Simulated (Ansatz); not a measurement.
# Au (Fm-3m, 1 atom in the cell): converging a phonon calculation, part 2 of 3

Wanted: convergence of the phonons of Au (Fm-3m, 1 atom in the cell) against cost.

Ansatz 0.2.0; DFT PBE, scalar-relativistic, plane waves, PAW.

So far, highest frequency on the path or at a solved wavevector (cm⁻¹): 137 in steps 3, 4 and 6. The relaxed cell has a = 4.158 Å (conventional setting).

The database entry behind the starting cell differs from later determinations by our own check (0.1 to 0.3 % short, probably kX units), so it need not match the best structure at ambient conditions.

## Step 7: Side by side

Times are for 4 threads of Arm Neoverse V1, shared host. The series side by side:

| no. | q mesh | k-mesh | mean frequency (cm⁻¹) | lowest frequency on the path (cm⁻¹) | time | memory (GiB) |
| --- | --- | --- | --- | --- | --- | --- |
| 1 | 2×2×2 | 20×20×20 | 83.4 | 0 | 29 s | 1.3 |
| 2 | 3×3×3 | 21×21×21 | 80.5 | 0 | 97 s | 2.7 |
| 3 | 6×6×6 | 24×24×24 | 79.5 | 0 | 25 min | 5.1 |

The runs together. Table of phonon density of states by wavenumber; read off at these points; values in 1/cm⁻¹/cell:

| wavenumber (cm⁻¹) | 2×2×2, 20×20×20 | 3×3×3, 21×21×21 | 6×6×6, 24×24×24 |
| --- | --- | --- | --- |
| 1.0 | 0 | 0 | 1.0e-5 |
| 5.0 | 9.0e-5 | 9.0e-5 | 3.0e-4 |
| 11.0 | 6.8e-4 | 6.4e-4 | 0.0015 |
| 15.0 | 0.00139 | 0.00126 | 0.00267 |
| 19.0 | 0.00228 | 0.00214 | 0.00407 |
| 25.0 | 0.0041 | 0.00402 | 0.00656 |
| 29.0 | 0.00569 | 0.00577 | 0.00857 |
| 33.0 | 0.00775 | 0.0081 | 0.0110 |
| 39.0 | 0.0117 | 0.0133 | 0.0157 |
| 43.0 | 0.0154 | 0.0188 | 0.0201 |
| 47.0 | 0.0203 | 0.0285 | 0.0265 |
| 53.0 | 0.0370 | 0.0440 | 0.0506 |
| 57.0 | 0.0427 | 0.0457 | 0.0511 |
| 61.0 | 0.0441 | 0.0469 | 0.0482 |
| 67.0 | 0.0460 | 0.0482 | 0.0449 |
| 71.0 | 0.0471 | 0.0486 | 0.0434 |
| 75.0 | 0.0484 | 0.0349 | 0.0317 |
| 77.0 | 0.0398 | 0.0288 | 0.0260 |
| 81.0 | 0.0229 | 0.0227 | 0.0225 |
| 85.0 | 0.0230 | 0.0220 | 0.0205 |
| 91.0 | 0.0225 | 0.0203 | 0.0179 |
| 95.0 | 0.0219 | 0.0185 | 0.0161 |
| 99.0 | 0.0208 | 0.0159 | 0.0139 |
| 105.0 | 0.0180 | 0.00807 | 0.00732 |
| 109.0 | 0.0117 | 0.0185 | 0.0150 |
| 113.0 | 0.0190 | 0.0333 | 0.0249 |
| 119.0 | 0.0469 | 0.0556 | 0.0488 |
| 123.0 | 0.0563 | 0.0376 | 0.0527 |
| 127.0 | 0.0325 | 0.0227 | 0.0278 |
| 133.0 | 0.0126 | 0.00503 | 0.0107 |
| 137.0 | 0.00106 | - | 9.2e-4 |

The runs together, line C_V. C_V against temperature; values in J/mol-atom/K:

| temperature (K) | 2×2×2, 20×20×20 | 3×3×3, 21×21×21 | 6×6×6, 24×24×24 |
| --- | --- | --- | --- |
| 0 | 0 | 0 | 0 |
| 50 | 15.8 | 16.2 | 16.4 |
| 100 | 21.9 | 22.1 | 22.1 |
| 150 | 23.5 | 23.6 | 23.6 |
| 200 | 24.1 | 24.2 | 24.2 |
| 250 | 24.4 | 24.4 | 24.5 |
| 300 | 24.6 | 24.6 | 24.6 |
| 350 | 24.7 | 24.7 | 24.7 |
| 400 | 24.7 | 24.7 | 24.7 |
| 450 | 24.8 | 24.8 | 24.8 |
| 500 | 24.8 | 24.8 | 24.8 |
| 550 | 24.8 | 24.8 | 24.8 |
| 600 | 24.8 | 24.9 | 24.9 |
| 650 | 24.9 | 24.9 | 24.9 |
| 700 | 24.9 | 24.9 | 24.9 |
| 750 | 24.9 | 24.9 | 24.9 |
| 800 | 24.9 | 24.9 | 24.9 |
| 850 | 24.9 | 24.9 | 24.9 |
| 900 | 24.9 | 24.9 | 24.9 |
| 950 | 24.9 | 24.9 | 24.9 |
| 1000 | 24.9 | 24.9 | 24.9 |

## Step 8: Another k mesh, k-mesh 6×6×6, q mesh 2×2×2

The k mesh is changed to 6×6×6 on a small fixed q mesh, to find the coarsest that serves.

input.yaml reads:

```yaml
crystal:
  lattice:
    - [0.0, 2.0790566513, 2.0790566513]
    - [2.0790566513, 0.0, 2.0790566513]
    - [2.0790566513, 2.0790566513, 0.0]
  atoms:
    - { symbol: Au, position: [0.0, 0.0, 0.0] }
kpoints:
  mp_grid: { grid: [6, 6, 6] }
hamiltonian:
  xc: pbe
scf:
  occupations: { method: methfessel_paxton, width: 0.2 }
output:
  eigenvalues: true
phonons:
  method: dfpt
  qmesh: [2, 2, 2]
  temperatures: { t_max: 1000, t_step: 50 }
  qpath:
    path:
      - [[0.0, 0.0, 0.0], [0.5, 0.0, 0.5], [0.625, 0.25, 0.625]]
      - [[0.375, 0.375, 0.75], [0.0, 0.0, 0.0], [0.5, 0.5, 0.5], [0.5, 0.25, 0.75], [0.5, 0.0, 0.5]]
    npoints: 10
```

On the command line:

```sh
$ ansatz run input.yaml --threads 4 --pin off --max-ram 7168MiB --backend cpu --events-out ev --progress --plain --runs-dir out
```

Numbers of over 12 decimals in the logs are rounded to 6 here.

Output:

```text
[...]
Crystal: 1 atoms, lattice volume = 17.973 Å³
Basis set: ecut = 420 eV, 339 PW (Γ), exchange–correlation on 40×40×40 points (8 copies of the dense FFT grid, shifted against one another)
Bands: 14, of which v1, the nominal top of the filled ones, is band 10 counted from 1 (9 counted from 0)
Symmetry: 48 space group operations
k-points: 16 of 216
[...]
SCF iter   1: F=—  HF=-13149.262422 eV  |F-HF|=—  |Δ(HF+E_count)|=         —  Δρ=1.55e-3  dr2=6.07e-5  ethr=1.77e-3  ⟨swp⟩=4.0  Hψ=1065  notcnv=0
[...]
SCF iter   6: F=-13149.262908 eV  HF=-13149.262908 eV  |F-HF|=7.28e-12  |Δ(HF+E_count)|=  4.84e-10  S|Δr|=    0.00e0  Δρ=3.75e-7  dr2=4.96e-12  ethr=1.00e-12  ⟨swp⟩=4.8  Hψ=1019  notcnv=0
SCF 1 converged in 6 iterations: F = -13149.262908 eV  dr2 = 4.96e-12
[...]
SCF converged after 6 iterations
[...]
Free energy (F): -13149.262908 eV
[...]
Internal energy: -13149.259616 eV  (E = F + TS)
E sigma→0 (E₀):  -13149.262085 eV
Entropy (-TS):   -0.003292 eV (-3.292 meV/atom)
Fermi energy:    19.096229 eV
[...]
--- Band table (eV; the first three rows and the last of 16) ---
  k-point 0: bands = [... 6 lower, 14.7953, 14.7953, 16.1799, 16.1799, 33.7414, 37.4382, 37.4382, 37.4382]
  k-point 1: bands = [... 6 lower, 15.0211, 15.0211, 16.1356, 16.1356, 33.0892, 34.7534, 38.2829, 38.2829]
  k-point 2: bands = [... 6 lower, 14.9372, 15.5192, 16.7434, 16.7434, 26.7770, 34.0141, 37.4721, 37.4721]
  k-point 15: bands = [... 6 lower, 15.4775, 16.4395, 17.5726, 23.3063, 23.8593, 27.2023, 28.4387, 39.6001]
[...]
ASR residual: 2.318e-4 → 0.000e0 eV/Å²; symmetrization residual: 1.000e-11 eV/Å²
  ASR residual per site (eV/Å²): 2.32e-4
  Γ frequencies (cm⁻¹): 0.00 0.00 0.00
--- Phonons (arbitrary-q DFPT): 3 irreducible q on the 2×2×2 mesh ---
[...]
interpolated dispersion: 62 rows × 3 modes
[...]
```

It took 1.8 s on 4 threads of Arm Neoverse V1, shared host; peak memory 0.35 GiB.

The run finished; it serves as a test, and its numbers are not taken as the result.

## Step 9: Another k mesh, k-mesh 10×10×10, q mesh 2×2×2

The k mesh is changed to 10×10×10 on a small fixed q mesh, to find the coarsest that serves.

Edit input.yaml of step 8 so:

```diff
@@ -8,3 +8,3 @@
 kpoints:
-  mp_grid: { grid: [6, 6, 6] }
+  mp_grid: { grid: [10, 10, 10] }
 hamiltonian:
```

Output:

```text
[...]
Crystal: 1 atoms, lattice volume = 17.973 Å³
Basis set: ecut = 420 eV, 339 PW (Γ), exchange–correlation on 40×40×40 points (8 copies of the dense FFT grid, shifted against one another)
Bands: 14, of which v1, the nominal top of the filled ones, is band 10 counted from 1 (9 counted from 0)
Symmetry: 48 space group operations
k-points: 47 of 1000
[...]
SCF iter   1: F=—  HF=-13149.307978 eV  |F-HF|=—  |Δ(HF+E_count)|=         —  Δρ=1.53e-3  dr2=1.09e-4  ethr=1.77e-3  ⟨swp⟩=4.0  Hψ=3127  notcnv=0
[...]
SCF iter   6: F=-13149.308442 eV  HF=-13149.308442 eV  |F-HF|=5.46e-12  |Δ(HF+E_count)|=  6.73e-11  S|Δr|=    0.00e0  Δρ=3.37e-7  dr2=3.73e-12  ethr=1.00e-12  ⟨swp⟩=6.3  Hψ=2893  notcnv=0
SCF 1 converged in 6 iterations: F = -13149.308442 eV  dr2 = 3.73e-12
[...]
SCF converged after 6 iterations
[...]
Free energy (F): -13149.308442 eV
[...]
Internal energy: -13149.308853 eV  (E = F + TS)
E sigma→0 (E₀):  -13149.308545 eV
Entropy (-TS):   0.000411 eV (0.411 meV/atom)
Fermi energy:    19.172865 eV
[...]
--- Band table (eV; the first three rows and the last of 47) ---
  k-point 0: bands = [... 6 lower, 14.8013, 14.8013, 16.1860, 16.1860, 33.7415, 37.4384, 37.4384, 37.4384]
  k-point 1: bands = [... 6 lower, 14.9054, 14.9054, 16.1456, 16.1456, 34.0403, 35.5806, 37.7861, 37.7861]
  k-point 2: bands = [... 6 lower, 15.0637, 15.0637, 16.1877, 16.1877, 31.9261, 34.8189, 38.5001, 38.5001]
  k-point 46: bands = [... 6 lower, 15.0134, 16.2204, 17.5801, 23.7356, 24.1243, 26.5001, 28.3602, 40.2092]
[...]
ASR residual: 1.685e-4 → 0.000e0 eV/Å²; symmetrization residual: 2.469e-12 eV/Å²
  ASR residual per site (eV/Å²): 1.68e-4
  Γ frequencies (cm⁻¹): 0.00 0.00 0.00
--- Phonons (arbitrary-q DFPT): 3 irreducible q on the 2×2×2 mesh ---
[...]
interpolated dispersion: 62 rows × 3 modes
[...]
```

The job ended after 4.7 s (4 threads; peak memory 0.44 GiB).

The run finished; it serves as a test, and its numbers are not taken as the result.

## Step 10: Another k mesh, k-mesh 16×16×16, q mesh 2×2×2

The k mesh is changed to 16×16×16 on a small fixed q mesh, to find the coarsest that serves.

Edit input.yaml of step 9 so:

```diff
@@ -8,3 +8,3 @@
 kpoints:
-  mp_grid: { grid: [10, 10, 10] }
+  mp_grid: { grid: [16, 16, 16] }
 hamiltonian:
```

Output:

```text
[...]
Crystal: 1 atoms, lattice volume = 17.973 Å³
Basis set: ecut = 420 eV, 339 PW (Γ), exchange–correlation on 40×40×40 points (8 copies of the dense FFT grid, shifted against one another)
Bands: 14, of which v1, the nominal top of the filled ones, is band 10 counted from 1 (9 counted from 0)
Symmetry: 48 space group operations
k-points: 145 of 4096
[...]
k-point 144: bands = [... 6 lower, 14.3791, 16.0540, 17.5717, 23.6577, 25.3396, 25.3396, 28.3109, 41.3055]
[...]
ASR residual: 1.161e-4 → 0.000e0 eV/Å²; symmetrization residual: 1.774e-12 eV/Å²
  ASR residual per site (eV/Å²): 1.16e-4
  Γ frequencies (cm⁻¹): 0.00 0.00 0.00
--- Phonons (arbitrary-q DFPT): 3 irreducible q on the 2×2×2 mesh ---
[...]
interpolated dispersion: 62 rows × 3 modes
[...]
[key lines of the parts left out:]
SCF converged after 7 iterations
Free energy (F): -13149.327675 eV
Fermi energy:    19.145163 eV
```

Run time: 15 s. Hardware: 4 threads; peak memory 0.84 GiB.

Frequencies (cm⁻¹) solved at each irreducible wavevector; negative means imaginary. Frequencies by wavevector, by row:

| q in reciprocal lattice units | star | mode 1 | mode 2 | mode 3 |
| --- | --- | --- | --- | --- |
| 0 0 0 | 1 | 0 | 0 | 0 |
| 0 0 -0.5 | 4 | 53.8 | 53.8 | 137.7 |
| 0 -0.5 -0.5 | 3 | 76.8 | 76.8 | 134 |

Against step 4 (now k-mesh 16×16×16), the highest frequency on the path or at a solved wavevector goes from 137 to 138 cm⁻¹. The highest frequency on the path or at a solved wavevector moves by under 1 % between these two settings.

## Step 11: Another k mesh, q mesh 2×2×2

The k mesh is changed to 20×20×20 on a small fixed q mesh, to find the coarsest that serves.

Edit input.yaml of step 10 so:

```diff
@@ -8,3 +8,3 @@
 kpoints:
-  mp_grid: { grid: [16, 16, 16] }
+  mp_grid: { grid: [20, 20, 20] }
 hamiltonian:
```

Output:

```text
[...]
Crystal: 1 atoms, lattice volume = 17.973 Å³
Basis set: ecut = 420 eV, 339 PW (Γ), exchange–correlation on 40×40×40 points (8 copies of the dense FFT grid, shifted against one another)
Bands: 14, of which v1, the nominal top of the filled ones, is band 10 counted from 1 (9 counted from 0)
Symmetry: 48 space group operations
k-points: 256 of 8000
[...]
k-point 255: bands = [... 6 lower, 14.3808, 16.0556, 17.5739, 23.6585, 25.3405, 25.3405, 28.3118, 41.3061]
[...]
ASR residual: 3.829e-5 → 0.000e0 eV/Å²; symmetrization residual: 1.516e-12 eV/Å²
  ASR residual per site (eV/Å²): 3.83e-5
  Γ frequencies (cm⁻¹): 0.00 0.00 0.00
--- Phonons (arbitrary-q DFPT): 3 irreducible q on the 2×2×2 mesh ---
[...]
interpolated dispersion: 62 rows × 3 modes
[...]
[key lines of the parts left out:]
SCF converged after 8 iterations
Free energy (F): -13149.328678 eV
Fermi energy:    19.172708 eV
```

Wall time 29 s (4 threads); peak memory 1.3 GiB.

## Step 12: Another k mesh, k-mesh 30×30×30, q mesh 2×2×2

The k mesh is changed to 30×30×30 on a small fixed q mesh, to find the coarsest that serves.

Edit input.yaml of step 11 so:

```diff
@@ -8,3 +8,3 @@
 kpoints:
-  mp_grid: { grid: [20, 20, 20] }
+  mp_grid: { grid: [30, 30, 30] }
 hamiltonian:
```

Output:

```text
[...]
Crystal: 1 atoms, lattice volume = 17.973 Å³
Basis set: ecut = 420 eV, 339 PW (Γ), exchange–correlation on 40×40×40 points (8 copies of the dense FFT grid, shifted against one another)
Bands: 14, of which v1, the nominal top of the filled ones, is band 10 counted from 1 (9 counted from 0)
Symmetry: 48 space group operations
k-points: 752 of 27000
[...]
k-point 751: bands = [... 6 lower, 14.5778, 16.0732, 17.5720, 23.6663, 24.9373, 25.7357, 28.3162, 40.9163]
[...]
ASR residual: 4.899e-5 → 0.000e0 eV/Å²; symmetrization residual: 2.425e-12 eV/Å²
  ASR residual per site (eV/Å²): 4.90e-5
  Γ frequencies (cm⁻¹): 0.00 0.00 0.00
--- Phonons (arbitrary-q DFPT): 3 irreducible q on the 2×2×2 mesh ---
[...]
interpolated dispersion: 62 rows × 3 modes
[...]
[key lines of the parts left out:]
SCF converged after 8 iterations
Free energy (F): -13149.328230 eV
Fermi energy:    19.242286 eV
```

It took 93 s on 4 threads; peak memory 3.7 GiB; 5.8 min of CPU time.

Frequencies (cm⁻¹) solved at each irreducible wavevector; negative means imaginary. Frequencies by wavevector, by row:

| q in reciprocal lattice units | star | mode 1 | mode 2 | mode 3 |
| --- | --- | --- | --- | --- |
| 0 0 0 | 1 | 0 | 0 | 0 |
| 0 0 -0.5 | 4 | 53.2 | 53.2 | 137.5 |
| 0 -0.5 -0.5 | 3 | 76.8 | 76.8 | 133.5 |

Against step 4 (now k-mesh 30×30×30), the highest frequency on the path or at a solved wavevector goes from 137 to 138 cm⁻¹. The highest frequency on the path or at a solved wavevector moves by under 1 % between these two settings.

## Step 13: Side by side

Times are for 4 threads of Arm Neoverse V1, shared host. The series side by side:

| no. | k-mesh | lowest mode on the q mesh (acoustic modes at Γ apart) (cm⁻¹) | highest frequency on the path or at a solved wavevector (cm⁻¹) | time | memory (GiB) |
| --- | --- | --- | --- | --- | --- |
| 1 | 16×16×16 | 53.77 | 137.7 | 15 s | 0.84 |
| 2 | 20×20×20 | 53.32 | 137 | 29 s | 1.3 |
| 3 | 30×30×30 | 53.19 | 137.5 | 93 s | 3.7 |

The runs together. The phonon density of states by wavenumber; read off at these points; values in 1/cm⁻¹/cell:

| wavenumber (cm⁻¹) | 16×16×16 | 20×20×20 | 30×30×30 |
| --- | --- | --- | --- |
| 1.0 | 0 | 0 | 0 |
| 7.0 | 2.3e-4 | 2.4e-4 | 2.5e-4 |
| 15.0 | 0.00136 | 0.00139 | 0.0014 |
| 21.0 | 0.00276 | 0.00282 | 0.00284 |
| 27.0 | 0.00478 | 0.00488 | 0.00492 |
| 33.0 | 0.00758 | 0.00775 | 0.00781 |
| 41.0 | 0.0132 | 0.0135 | 0.0136 |
| 47.0 | 0.0199 | 0.0203 | 0.0204 |
| 53.0 | 0.0349 | 0.0370 | 0.0374 |
| 61.0 | 0.0444 | 0.0441 | 0.0438 |
| 67.0 | 0.0463 | 0.0460 | 0.0457 |
| 73.0 | 0.0480 | 0.0477 | 0.0474 |
| 75.0 | 0.0486 | 0.0484 | 0.0480 |
| 79.0 | 0.0235 | 0.0233 | 0.0236 |
| 87.0 | 0.0229 | 0.0229 | 0.0229 |
| 93.0 | 0.0222 | 0.0223 | 0.0223 |
| 99.0 | 0.0208 | 0.0208 | 0.0208 |
| 107.0 | 0.0170 | 0.0170 | 0.0169 |
| 113.0 | 0.0171 | 0.0190 | 0.0185 |
| 119.0 | 0.0462 | 0.0469 | 0.0472 |
| 123.0 | 0.0554 | 0.0563 | 0.0564 |
| 125.0 | 0.0481 | 0.0445 | 0.0448 |
| 133.0 | 0.0139 | 0.0126 | 0.0123 |
| 139.0 | 0 | - | - |

The runs together, line C_V. C_V against temperature; values in J/mol-atom/K:

| temperature (K) | 16×16×16 | 20×20×20 = 30×30×30 |
| --- | --- | --- |
| 0 | 0 | 0 |
| 50 | 15.7 | 15.8 |
| 100 | 21.9 | 21.9 |
| 150 | 23.5 | 23.5 |
| 200 | 24.1 | 24.1 |
| 250 | 24.4 | 24.4 |
| 300 | 24.6 | 24.6 |
| 350 | 24.7 | 24.7 |
| 400 | 24.7 | 24.7 |
| 450 | 24.8 | 24.8 |
| 500 | 24.8 | 24.8 |
| 550 | 24.8 | 24.8 |
| 600 | 24.8 | 24.8 |
| 650 | 24.9 | 24.9 |
| 700 | 24.9 | 24.9 |
| 750 | 24.9 | 24.9 |
| 800 | 24.9 | 24.9 |
| 850 | 24.9 | 24.9 |
| 900 | 24.9 | 24.9 |
| 950 | 24.9 | 24.9 |
| 1000 | 24.9 | 24.9 |

## Step 14: Another cutoff, cutoff 170 eV, q mesh 2×2×2

The cutoff is set to 170 eV on a small fixed q mesh.

Edit input.yaml of step 12 so:

```diff
@@ -8,3 +8,3 @@
 kpoints:
-  mp_grid: { grid: [30, 30, 30] }
+  mp_grid: { grid: [20, 20, 20] }
 hamiltonian:
@@ -24 +24,3 @@
     npoints: 10
+basis:
+  ecutwfc: 170
```

Output:

```text
Warning: basis.ecutwfc = 170 eV is below the records' recommended 420 eV, and the density's cutoff is lower with it unless basis.ecutrho_ratio is high enough to keep the records' density cutoff: compare with a run at a higher cutoff
[...]
Crystal: 1 atoms, lattice volume = 17.973 Å³
Basis set: ecut = 170 eV, 89 PW (Γ), exchange–correlation on 30×30×30 points (8 copies of the dense FFT grid, shifted against one another)
Bands: 14, of which v1, the nominal top of the filled ones, is band 10 counted from 1 (9 counted from 0)
Symmetry: 48 space group operations
k-points: 256 of 8000
[...]
SCF iter   1: F=—  HF=-13126.329612 eV  |F-HF|=—  |Δ(HF+E_count)|=         —  Δρ=2.75e-1  dr2=8.58e0  ethr=1.77e-3  ⟨swp⟩=4.5  Hψ=16155  notcnv=0
[...]
SCF iter   8: F=-13122.232080 eV  HF=-13122.232080 eV  |F-HF|=0.00e0  |Δ(HF+E_count)|=  1.91e-10  S|Δr|=    0.00e0  Δρ=5.26e-8  dr2=5.06e-13  ethr=1.00e-12  ⟨swp⟩=6.3  Hψ=14478  notcnv=0
SCF 1 converged in 8 iterations: F = -13122.232080 eV  dr2 = 5.06e-13
[...]
SCF converged after 8 iterations
[...]
Free energy (F): -13122.232080 eV
[...]
Internal energy: -13122.232334 eV  (E = F + TS)
E sigma→0 (E₀):  -13122.232143 eV
Entropy (-TS):   0.000254 eV (0.254 meV/atom)
Fermi energy:    19.244710 eV
[...]
--- Band table (eV; the first three rows and the last of 256) ---
  k-point 0: bands = [... 6 lower, 14.7480, 14.7480, 16.9189, 16.9189, 34.4003, 38.5741, 38.5741, 38.5741]
  k-point 1: bands = [... 6 lower, 14.4846, 15.0852, 16.3239, 16.3239, 34.5341, 37.7125, 38.5909, 38.5909]
  k-point 2: bands = [... 6 lower, 14.9286, 15.0460, 16.2936, 16.2936, 34.7704, 36.3823, 38.8838, 38.8838]
  k-point 255: bands = [... 6 lower, 13.8543, 15.7081, 16.0553, 23.5976, 25.6095, 25.6095, 28.3080, 41.9639]
[...]
ASR residual: 1.381e-5 → 0.000e0 eV/Å²; symmetrization residual: 8.290e-14 eV/Å²
  ASR residual per site (eV/Å²): 1.38e-5
  Γ frequencies (cm⁻¹): 0.00 0.00 0.00
--- Phonons (arbitrary-q DFPT): 3 irreducible q on the 2×2×2 mesh ---
[...]
interpolated dispersion: 62 rows × 3 modes
[...]
zero-point energy: -0.000000 eV/cell   skipped modes (ω ≤ 0): 1533, of them read as no rigid motion or as one in doubt: 1530 (3.000e0 modes/cell left out, lowest -176.63 cm⁻¹)   left out of the sums: 1.00e0 of the cell's modes: C_V's classical limit lies that fraction below 3 k_B per atom; for a crystal, a wire or a layer, F and S can be off by more, and a phonons.interpolated_qmesh denser along its periods is the remedy for the sampling
```

Run time: 16 s. Hardware: 4 threads; peak memory 1 GiB; 57 s of CPU time.

The run finished; it serves as a test, and its numbers are not taken as the result.

## Step 15: Another cutoff, cutoff 230 eV, q mesh 2×2×2

The cutoff is set to 230 eV on a small fixed q mesh.

Edit input.yaml of step 14 so:

```diff
@@ -25,2 +25,2 @@
 basis:
-  ecutwfc: 170
+  ecutwfc: 230
```

Output:

```text
[...]
Crystal: 1 atoms, lattice volume = 17.973 Å³
Basis set: ecut = 230 eV, 137 PW (Γ), exchange–correlation on 30×30×30 points (8 copies of the dense FFT grid, shifted against one another)
Bands: 14, of which v1, the nominal top of the filled ones, is band 10 counted from 1 (9 counted from 0)
Symmetry: 48 space group operations
k-points: 256 of 8000
[...]
SCF iter   1: F=—  HF=-13146.591229 eV  |F-HF|=—  |Δ(HF+E_count)|=         —  Δρ=6.08e-2  dr2=3.14e-1  ethr=1.77e-3  ⟨swp⟩=4.2  Hψ=16357  notcnv=0
[...]
SCF iter   8: F=-13146.463379 eV  HF=-13146.463379 eV  |F-HF|=1.09e-11  |Δ(HF+E_count)|=  7.28e-12  S|Δr|=    0.00e0  Δρ=1.77e-8  dr2=1.69e-14  ethr=1.00e-12  ⟨swp⟩=6.6  Hψ=15175  notcnv=0
SCF 1 converged in 8 iterations: F = -13146.463379 eV  dr2 = 1.69e-14
[...]
SCF converged after 8 iterations
[...]
Free energy (F): -13146.463379 eV
[...]
Internal energy: -13146.463979 eV  (E = F + TS)
E sigma→0 (E₀):  -13146.463529 eV
Entropy (-TS):   0.000599 eV (0.599 meV/atom)
Fermi energy:    19.214317 eV
[...]
--- Band table (eV; the first three rows and the last of 256) ---
  k-point 0: bands = [... 6 lower, 14.7116, 14.7116, 16.2912, 16.2912, 33.8246, 37.6876, 37.6876, 37.6876]
  k-point 1: bands = [... 6 lower, 14.7384, 14.7384, 16.2107, 16.2107, 33.9133, 37.0451, 37.7617, 37.7617]
  k-point 2: bands = [... 6 lower, 14.7153, 14.7153, 15.9772, 15.9772, 34.1085, 35.6777, 37.9738, 37.9738]
  k-point 255: bands = [... 6 lower, 14.2775, 15.9081, 17.5477, 23.7504, 25.5647, 25.5647, 28.4649, 41.4734]
[...]
ASR residual: 1.384e-5 → 0.000e0 eV/Å²; symmetrization residual: 5.305e-13 eV/Å²
  ASR residual per site (eV/Å²): 1.38e-5
  Γ frequencies (cm⁻¹): 0.00 0.00 0.00
--- Phonons (arbitrary-q DFPT): 3 irreducible q on the 2×2×2 mesh ---
[...]
interpolated dispersion: 62 rows × 3 modes
[...]
```

It took 15 s on 4 threads; peak memory 0.96 GiB; 54 s of CPU time.

The run finished; it serves as a test, and its numbers are not taken as the result.

[end of part 2 of 3]

[Logs are printed without paths, hosts, clocks, repeated set-up lines and the standing remarks that a program may print on its own settings, such as how far it seeks lower states.]

[Hosts, paths, dates, database ids (printed as entryN), source tags and the programs' standing remarks are cut or masked in the printed files.]
